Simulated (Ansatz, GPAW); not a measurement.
## 2H-MoOSe monolayer in an electric field

Wanted: the out-of-plane polarisability of 2H-MoOSe monolayer.

Method: Ansatz plane waves; layer without images along its normal, relaxation of atoms and in-plane cell, in the first sound run; inputs show where later runs differ, in GPAW 26.7.0 and Ansatz 0.2.0.

Most raw output is cut from this account.

### Step 1. Set-up

The cell holds 3 atoms: 1 Se, 1 Mo and 1 O. Cell: a = 3.074 Å, b = 3.074 Å, c = 20.966 Å, α = 90.0°, β = 90.0°, γ = 120.0°. Vacuum lies along c.

### Step 2. Relaxing the atoms

Forces are removed first; all later runs use this geometry.

input.yaml reads:

```yaml
crystal:
  lattice:
    - [3.073852, 0.0, 0.0]
    - [-1.536926, 2.6620339195, 0.0]
    - [0.0, 0.0, 20.9660770072]
  atoms:
    - { symbol: Se, position: [0.3333333333, 0.6666666667, 0.4292648547] }
    - { symbol: Mo, position: [0.0, 0.0, 0.5202846257] }
    - { symbol: O, position: [0.3333333333, 0.6666666667, 0.5707351453] }
  periodic: [true, true, false]
kpoints:
  mp_grid: { grid: [12, 12, 1] }
hamiltonian:
  xc: pbe
scf:
  occupations: { method: fermi_dirac, width: 0.05 }
relax:
  f_tol: 0.01
  max_steps: 90
  cell: {}
```

Command:

```
$ ansatz run input.yaml --threads 4 --pin off --max-ram 8192MiB --backend cpu --events-out ev --progress --plain --runs-dir out
```

It took 13 s on 4 threads of Intel Xeon Platinum 8488C (Sapphire Rapids), shared host; peak memory 0.6 GiB; 48 s of CPU time.

This run has no spin polarisation, although Mo can carry a moment.

Step by step:

```tsv
step	energy less that of the first step (eV)	largest force component (eV/Å)	volume (Å³)
1	0.0000	2.2906	243.29
2	0.0199	2.6592	242.20
3	-0.1392	0.4664	240.85
4	-0.1476	0.0701	241.89
5	-0.1477	0.0029	242.30
6*	-0.1473	0.0030	242.30
```

Relaxation steps marked * repeat the geometry before them on a plane-wave basis chosen anew for their cell, so energy and pressure can jump there. Relaxation step 2 was tried and not accepted.

The run keeps the 6 symmetry operations that it works with, so distortions that break them were not tested.

```tsv
cell as run	before	after	change
a (Å)	3.074	3.068	-0.2 %
b (Å)	3.074	3.068	-0.2 %
```

The atoms that moved most (Å, along periodic axes as changes of fractional coordinates times the final cell, across vacuum about the mean position):

```tsv
atom	dx	dy	dz	length
Se1	0.000	0.000	0.074	0.074
Mo2	0.000	0.000	-0.064	0.064
O3	0.000	0.000	-0.011	0.011
```

The relaxed structure:

```
Se Mo O
1.0
     3.06757    0.00000    0.00000
    -1.53378    2.65659    0.00000
     0.00000    0.00000   29.73215
Se Mo O
1 1 1
Direct
  0.33333 0.66667 0.30521
  0.00000 0.00000 0.36474
  0.33333 0.66667 0.40210
```

Numbers from this step:

```
free energy         : -10993.4173 eV
gap by band count   : 0.7897 eV
symmetry operations : 6
```

The relaxation lowered the energy of the cell by 0.147 eV.

### Step 3. Plane waves, PBE

With the geometry fixed, the planar mean of the potential gives the vacuum level on each side.

This step: GPAW, PAW setups; slab in vacuum (GPAW 26.7.0).

The cell differs from the one that the last finished run ended in (c 29.732 → 20.881 Å).

run.py reads:

```python
import json
import numpy as np
from ase import Atoms
from gpaw import GPAW, PW

slab = Atoms(
    ['Se', 'Mo', 'O'],
    positions=[
        [-0.00000, 1.77106, 9.00000],
        [-0.00000, 0.00000, 10.77017],
        [-0.00000, 1.77106, 11.88091]],
    cell=[[3.06757, -0.0, -0.0], [-1.53378, 2.65659, 0.0], [-0.0, 0.0, 20.8809]],
    pbc=[True, True, False])

slab.calc = GPAW(mode=PW(500), xc='PBE', kpts={'size': (12, 12, 1), 'gamma': True},
                 occupations={'name': 'fermi-dirac', 'width': 0.05}, nbands='140%',
                 convergence={'density': 1e-05}, maxiter=200,
                 poissonsolver={'dipolelayer': 'xy'},
                 symmetry={'tolerance': 1e-3}, txt='slab.txt')
result = {}
energy = slab.get_potential_energy()
fermi = slab.calc.get_fermi_level()
v = slab.calc.get_electrostatic_potential().mean((0, 1)) - fermi
n = slab.calc.get_pseudo_density().mean((0, 1))
L = slab.cell[2, 2]
z = np.arange(len(v)) * L / len(v)
low, high = slab.positions[:, 2].min(), slab.positions[:, 2].max()
below, above = np.interp([low - 6.8, high + 6.8], z, v)
slopes = [np.interp(x, z, np.gradient(v, z)) for x in (low - 6.8, high + 6.8)]
eps = np.array([[slab.calc.get_eigenvalues(k, s) for k in range(len(slab.calc.get_ibz_k_points()))]
                for s in range(slab.calc.get_number_of_spins())]) - fermi
top, bottom = eps[eps < 0].max(), eps[eps > 0].min()
dipole = slab.get_dipole_moment()[2]
print(f'energy {energy:.4f} eV, Fermi level {fermi:.4f} eV, dipole {dipole:.5f} e A')
print(f'potential 6.8 A off the faces, from the Fermi level: lower {below:.4f} eV, upper {above:.4f} eV')
print(f'slope of the potential there: lower {slopes[0]:.5f}, upper {slopes[1]:.5f} eV/A')
print(f'nearest levels on the mesh: {top:.4f} and {bottom:.4f} eV')
print('magnetic moment', round(slab.get_magnetic_moment(), 3))
result.update(energy=energy, fermi=fermi, dipole=dipole, below=below, above=above, slopes=slopes, edges=[top, bottom],
              z=z.tolist(), v=v.tolist(), n=n.tolist(), positions=slab.positions.tolist(),
              forces=slab.get_forces(apply_constraint=False).tolist(), moments=slab.get_magnetic_moments().tolist())
json.dump(result, open('result.json', 'w'))
```

Command:

```
$ OMP_NUM_THREADS=1 OPENBLAS_NUM_THREADS=1 python run.py
```

Run time: 19 s. Hardware: 1 thread; peak memory 0.21 GiB.

Numbers from this step:

| Property | Result |
| --- | --- |
| dipole along the normal | -0.1039 e·Å |
| levels nearest the Fermi level on the mesh | -0.3695, 0.3968 eV from the Fermi level |
| upper work function | 6.072 eV |
| lower work function | 3.764 eV |
| upper ionisation energy | 6.441 eV |

Electrostatic potential energy of an electron (without an applied field's), less the Fermi level, planar mean against z:

```tsv
z (Å)	electrostatic potential energy of an electron (without an applied field's), less the Fermi level, planar mean (eV)
0.0	4.92
0.5	3.76
1.0	3.76
1.5	3.76
2.0	3.76
2.5	3.76
3.0	3.76
3.5	3.76
4.0	3.76
4.5	3.76
5.0	3.76
5.5	3.76
6.0	3.75
6.5	3.73
7.0	3.61
7.5	3.07
8.0	0.626
8.5	-9.28
9.0	-25.6
9.5	-10.7
10.0	-7.23
10.5	-20.7
11.0	-21.8
11.5	-9.83
12.0	-8.77
12.5	3.33
13.0	5.65
13.5	6.00
14.0	6.06
14.5	6.07
15.0	6.07
15.5	6.07
16.0	6.07
16.5	6.07
17.0	6.07
17.5	6.07
18.0	6.07
18.5	6.07
19.0	6.07
19.5	6.07
20.0	6.07
20.5	5.98
```

Table of pseudo valence density, planar mean by z:

z (Å), pseudo valence density, planar mean (e/Å³) and a bar:
```
      5.5       0.00 
      6.0       0.00 
      6.5       0.00 
      7.0       0.01 
      7.5       0.04 #
      8.0       0.15 ###
      8.5       0.42 #########
      9.0       0.27 ######
      9.5       0.52 ###########
     10.0       0.47 ##########
     10.5       1.22 ###########################
     11.0       1.37 ##############################
     11.5       0.79 #################
     12.0       0.85 ###################
     12.5       0.23 #####
     13.0       0.03 #
     13.5       0.00 
     14.0       0.00 
     14.5       0.00
```

The layer is gapped, so the Fermi level lies somewhere inside the gap, set by smearing and numerics, and these work functions are no property of the material; the band edges below the vacuum level are. The potential is flat to 3.8e-4 eV/Å where it is read, so the vacuum is wide enough. The geometry is the other program's minimum; here the largest force on a free atom is 0.027 eV/Å.

### Step 4. Field on

A uniform field along the normal polarises the slab; the atoms stay fixed, so this is the electronic response alone.

run.py, as its differences from that of step 3:

```diff
@@ -4,2 +4,3 @@
 from gpaw import GPAW, PW
+from gpaw.external import ConstantElectricField
 
@@ -18,2 +19,3 @@
                  poissonsolver={'dipolelayer': 'xy'},
+                 external=ConstantElectricField(-0.2, [0, 0, 1]),
                  symmetry={'tolerance': 1e-3}, txt='slab.txt')
```

Elapsed: 62 s, on 1 thread; peak memory 0.39 GiB.

This step gave:

| Item | Value |
| --- | --- |
| dipole along the normal | -0.1448 e·Å |
| levels nearest the Fermi level on the mesh | -0.3774, 0.4037 eV from the Fermi level |
| potential below the slab, the applied field's own ramp left out | 3.253 eV from the Fermi level |
| potential above the slab, the applied field's own ramp left out | 6.468 eV from the Fermi level |

Table of electrostatic potential energy of an electron (without an applied field's), less the Fermi level, planar mean by z:

```tsv
z (Å)	electrostatic potential energy of an electron (without an applied field's), less the Fermi level, planar mean (eV)
0.0	4.86
0.5	3.25
1.0	3.25
1.5	3.25
2.0	3.25
2.5	3.25
3.0	3.25
3.5	3.25
4.0	3.25
4.5	3.25
5.0	3.25
5.5	3.25
6.0	3.24
6.5	3.22
7.0	3.11
7.5	2.59
8.0	0.191
8.5	-9.64
9.0	-25.8
9.5	-10.9
10.0	-7.30
10.5	-20.7
11.0	-21.6
11.5	-9.62
12.0	-8.49
12.5	3.68
13.0	6.03
13.5	6.39
14.0	6.45
14.5	6.46
15.0	6.47
15.5	6.47
16.0	6.47
16.5	6.47
17.0	6.47
17.5	6.47
18.0	6.47
18.5	6.47
19.0	6.47
19.5	6.47
20.0	6.47
20.5	6.34
```

The dipole is now -0.145 e Å, against -0.10 in the run without a field.

### Step 5. In a field

run.py, as its differences from that of step 4:

```diff
@@ -19,3 +19,3 @@
                  poissonsolver={'dipolelayer': 'xy'},
-                 external=ConstantElectricField(-0.2, [0, 0, 1]),
+                 external=ConstantElectricField(-0.1, [0, 0, 1]),
                  symmetry={'tolerance': 1e-3}, txt='slab.txt')
```

The job ended after 61 s (1 thread; peak memory 0.39 GiB).

This step gave:

```
dipole along the normal                                         : -0.1244 e·Å
levels nearest the Fermi level on the mesh                      : -0.3734, 0.4002 eV from the Fermi level
potential below the slab, the applied field's own ramp left out : 3.507 eV from the Fermi level
potential above the slab, the applied field's own ramp left out : 6.270 eV from the Fermi level
```

Table of electrostatic potential energy of an electron (without an applied field's), less the Fermi level, planar mean by z:

```tsv
z (Å)	electrostatic potential energy of an electron (without an applied field's), less the Fermi level, planar mean (eV)
0	4.89
1	3.51
2	3.51
3	3.51
4	3.51
5	3.51
6	3.50
7	3.36
8	0.408
9	-25.7
10	-7.26
11	-21.7
12	-8.63
13	5.84
14	6.25
15	6.27
16	6.27
17	6.27
18	6.27
19	6.27
20	6.27
```

The dipole is now -0.124 e Å, against -0.10 in the run without a field.

### Step 6. Field on

run.py, as its differences from that of step 5:

```diff
@@ -19,3 +19,3 @@
                  poissonsolver={'dipolelayer': 'xy'},
-                 external=ConstantElectricField(-0.1, [0, 0, 1]),
+                 external=ConstantElectricField(-0.05, [0, 0, 1]),
                  symmetry={'tolerance': 1e-3}, txt='slab.txt')
```

It took 60 s on 1 thread; peak memory 0.39 GiB.

### Step 7. In a field

run.py, as its differences from that of step 6:

```diff
@@ -19,3 +19,3 @@
                  poissonsolver={'dipolelayer': 'xy'},
-                 external=ConstantElectricField(-0.05, [0, 0, 1]),
+                 external=ConstantElectricField(0.05, [0, 0, 1]),
                  symmetry={'tolerance': 1e-3}, txt='slab.txt')
```

Elapsed: 60 s, on 1 thread; peak memory 0.38 GiB.

### Step 8. Field on

run.py, as its differences from that of step 7:

```diff
@@ -19,3 +19,3 @@
                  poissonsolver={'dipolelayer': 'xy'},
-                 external=ConstantElectricField(0.05, [0, 0, 1]),
+                 external=ConstantElectricField(0.1, [0, 0, 1]),
                  symmetry={'tolerance': 1e-3}, txt='slab.txt')
```

It took 62 s on 1 thread; peak memory 0.39 GiB.

The electrostatic potential energy of an electron (without an applied field's), less the Fermi level, planar mean by z:

```tsv
z (Å)	electrostatic potential energy of an electron (without an applied field's), less the Fermi level, planar mean (eV)
0	4.95
1	4.02
2	4.02
3	4.02
4	4.02
5	4.02
6	4.01
7	3.86
8	0.844
9	-25.4
10	-7.19
11	-21.8
12	-8.92
13	5.46
14	5.86
15	5.87
16	5.87
17	5.87
18	5.87
19	5.87
20	5.87
```

The dipole is now -0.0835 e Å, against -0.10 in the run without a field.

### Step 9. Field on

run.py, as its differences from that of step 8:

```diff
@@ -19,3 +19,3 @@
                  poissonsolver={'dipolelayer': 'xy'},
-                 external=ConstantElectricField(0.1, [0, 0, 1]),
+                 external=ConstantElectricField(0.2, [0, 0, 1]),
                  symmetry={'tolerance': 1e-3}, txt='slab.txt')
```

Wall time 62 s (1 thread); peak memory 0.38 GiB.

The dipole is now -0.0629 e Å, against -0.10 in the run without a field.

### Step 10. In a field

run.py, as its differences from that of step 9:

```diff
@@ -19,3 +19,3 @@
                  poissonsolver={'dipolelayer': 'xy'},
-                 external=ConstantElectricField(0.2, [0, 0, 1]),
+                 external=ConstantElectricField(0.3, [0, 0, 1]),
                  symmetry={'tolerance': 1e-3}, txt='slab.txt')
```

Wall time 63 s (1 thread); peak memory 0.39 GiB.

The dipole is now -0.0424 e Å, against -0.10 in the run without a field.

### Step 11. The series

The members are put on one axis.

This step: induced dipole against applied field (GPAW 26.7.0).

Dipole along the normal against field:

```tsv
field (V/Å)	dipole along the normal (e·Å)
-0.200	-0.145
-0.100	-0.124
-0.050	-0.114
0.000	-0.104
0.050	-0.0937
0.100	-0.0835
0.200	-0.0629
0.300	-0.0424
```

### Step 12. A changed run

One more run, with changed settings.

This step: GPAW, PAW setups; slab in vacuum (GPAW 26.7.0).

run.py, as its differences from that of step 10:

```diff
@@ -4,3 +4,2 @@
 from gpaw import GPAW, PW
-from gpaw.external import ConstantElectricField
 
@@ -16,6 +15,5 @@
 slab.calc = GPAW(mode=PW(500), xc='PBE', kpts={'size': (12, 12, 1), 'gamma': True},
-                 occupations={'name': 'fermi-dirac', 'width': 0.05}, nbands='140%',
-                 convergence={'density': 1e-05}, maxiter=200,
+                 occupations={'name': 'fermi-dirac', 'width': 2.0}, nbands='140%',
+                 convergence={'density': 1e-05}, maxiter=50,
                  poissonsolver={'dipolelayer': 'xy'},
-                 external=ConstantElectricField(0.3, [0, 0, 1]),
                  symmetry={'tolerance': 1e-3}, txt='slab.txt')
```

Run time: 25 s. Hardware: 1 thread; peak memory 0.21 GiB.

The run finished. A setting was moved off its sound value on purpose, so it serves as a test and not as the result.

The fault put into the input: a smearing of electronvolts (width = 2.0).

The two runs compared:

```tsv
quantity	this run	sound run	difference
dipole along the normal (e·Å)	0.0096337	-0.10389	0.114
upper work function (eV)	6.5015	6.0717	0.430
lower work function (eV)	6.7092	3.7635	2.95
```

One result that differs is the dipole along the normal, 0.00963 e·Å against -0.104 e·Å.

### Step 13. Results

| Property | Result |
| --- | --- |
| work function, upper and lower face (Fermi level placed in the gap by the smearing) | 6.072 and 3.764 eV |
| ionisation energy from the upper face (highest filled level on the mesh) | 6.44 eV |
| electron affinity from the upper face (lowest empty Kohn-Sham level on the mesh) | 5.67 eV |
| dipole along the normal | -0.104 e Å |
| induced dipole per field | 0.205 e Å per V/Å |
| out-of-plane polarisability per area, α/(ε0 A) | 4.55 Å |

**Reading.** The field induces 0.205 e Å per V/Å, a polarisable thickness α/(ε0 A) of 4.55 Å beside 2.88 Å between the outermost nuclei. A perfect conductor would give the distance between its two image planes; a dielectric of thickness t gives t(1 - 1/ε). The two faces differ by 2.3 eV, the step that the slab's dipole makes (e p/(ε0 A) gives 2.3 eV), so the dipole layer is needed. The levels nearest the Fermi level on the mesh lie 0.766 eV apart, so the slab is gapped there: the smearing puts the Fermi level inside the gap, and from either face the ionisation energy is the work function plus 0.37 eV. Both are Kohn-Sham levels on the mesh, and semilocal gaps are too small, so the affinity tends to come out too large and the ionisation energy too small. The induced dipole is linear in the field over this range. The layer's cell and atoms come from the relaxation; spin-orbit coupling and temperature are left out.

[Logs are printed without paths, hosts, clocks, repeated set-up lines and the standing remarks that a program may print on its own settings, such as how far it seeks lower states.]

[Hosts, paths, dates, database ids (printed as entryN), source tags and the programs' standing remarks are cut or masked in the printed files.]
